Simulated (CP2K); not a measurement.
Consider 4-acetylpyridine at its PBE geometry (Å).

```xyz
16

C    -2.3629    0.6689   -0.5807
C    -1.5444   -0.4644   -0.0025
O    -2.0732   -1.5093    0.3726
C    -0.0537   -0.2882    0.1071
C     0.7220   -1.3285    0.6370
C     2.1003   -1.1518    0.7475
N     2.7448   -0.0288    0.3737
C     1.9936    0.9593   -0.1390
C     0.6068    0.8810   -0.2927
H    -3.4177    0.3802   -0.5942
H    -2.0332    0.9084   -1.6022
H    -2.2401    1.5833    0.0183
H     0.2354   -2.2505    0.9529
H     2.7272   -1.9468    1.1586
H     2.5306    1.8620   -0.4405
H     0.0645    1.7254   -0.7159
```

Method: CP2K XAS_TDP, all-electron GAPW, PBEh(45%), aug-cc-pVDZ, TDA, GW2X-corrected core level, no relativity.

Question: Predict the bright core excitations at the C K edge.

Leading lines: C1 290.81 eV, C2 288.08 eV, C4 286.51 eV, C5 286.62 eV and C6 287.46 eV. The leading line of an atom is its first one with 35 % of the strongest within 2.5 eV of its lowest line over the strength cut. Core ionisation energies at this level: C4 292.68, C5 292.48, C6 293.14, C1 292.78 and C2 295.38 eV.

The first six lines of each atom with a strength over 0.0015:

```tsv
atom	energy (eV)	states	strength, one atom	above the computed threshold
C1 (bonded to C and 3 H)	290.44	1	0.0059	
	290.81	1	0.0133	
	291.23	1	0.0059	
	291.39	1	0.0211	
	291.77	1	0.0041	
	292.18	1	0.0038	
C2 (bonded to 2 C and O)	288.08	1	0.0612	
	292.87	1	0.0115	
	294.50	1	0.0029	
	294.89	1	0.0025	
	295.20	1	0.0033	
	295.81	1	0.0056	yes
C4 (bonded to 3 C)	286.51	1	0.0378	
	289.99	1	0.0182	
	292.10	1	0.0034	
	293.25	2	0.0060	yes
	293.61	1	0.0042	yes
	293.64	1	0.0034	yes
C5 (bonded to 2 C and H)	286.62	1	0.0451	
	288.41	1	0.0060	
	290.76	1	0.0069	
	291.33	1	0.0037	
	291.93	1	0.0025	
	292.64	1	0.0037	yes
C6 (bonded to C, N and H)	287.46	1	0.0513	
	288.94	1	0.0045	
	291.28	1	0.0116	
	291.96	1	0.0022	
	292.02	1	0.0026	
	292.65	1	0.0018
```

Lines are vertical, at one geometry, with no vibrational structure. GW2X ionisation energies and lines can be off by 1 to 2 eV either way, and a good line position may hide errors that cancel. Atoms with the same bonds but other surroundings in this conformer are left out. These values hold no scalar relativity, about 0.1 eV for C 1s. Rydberg lines, and the discretised continuum above threshold, depend on the basis and the box.

[Banner, clock and machine lines of the logs are left out without a mark of their own.]

[Logs are printed without paths, hosts, clocks, repeated set-up lines and the standing remarks that a program may print on its own settings, such as how far it seeks lower states.]

[Hosts, paths, dates, database ids (printed as entryN), source tags and the programs' standing remarks are cut or masked in the printed files.]
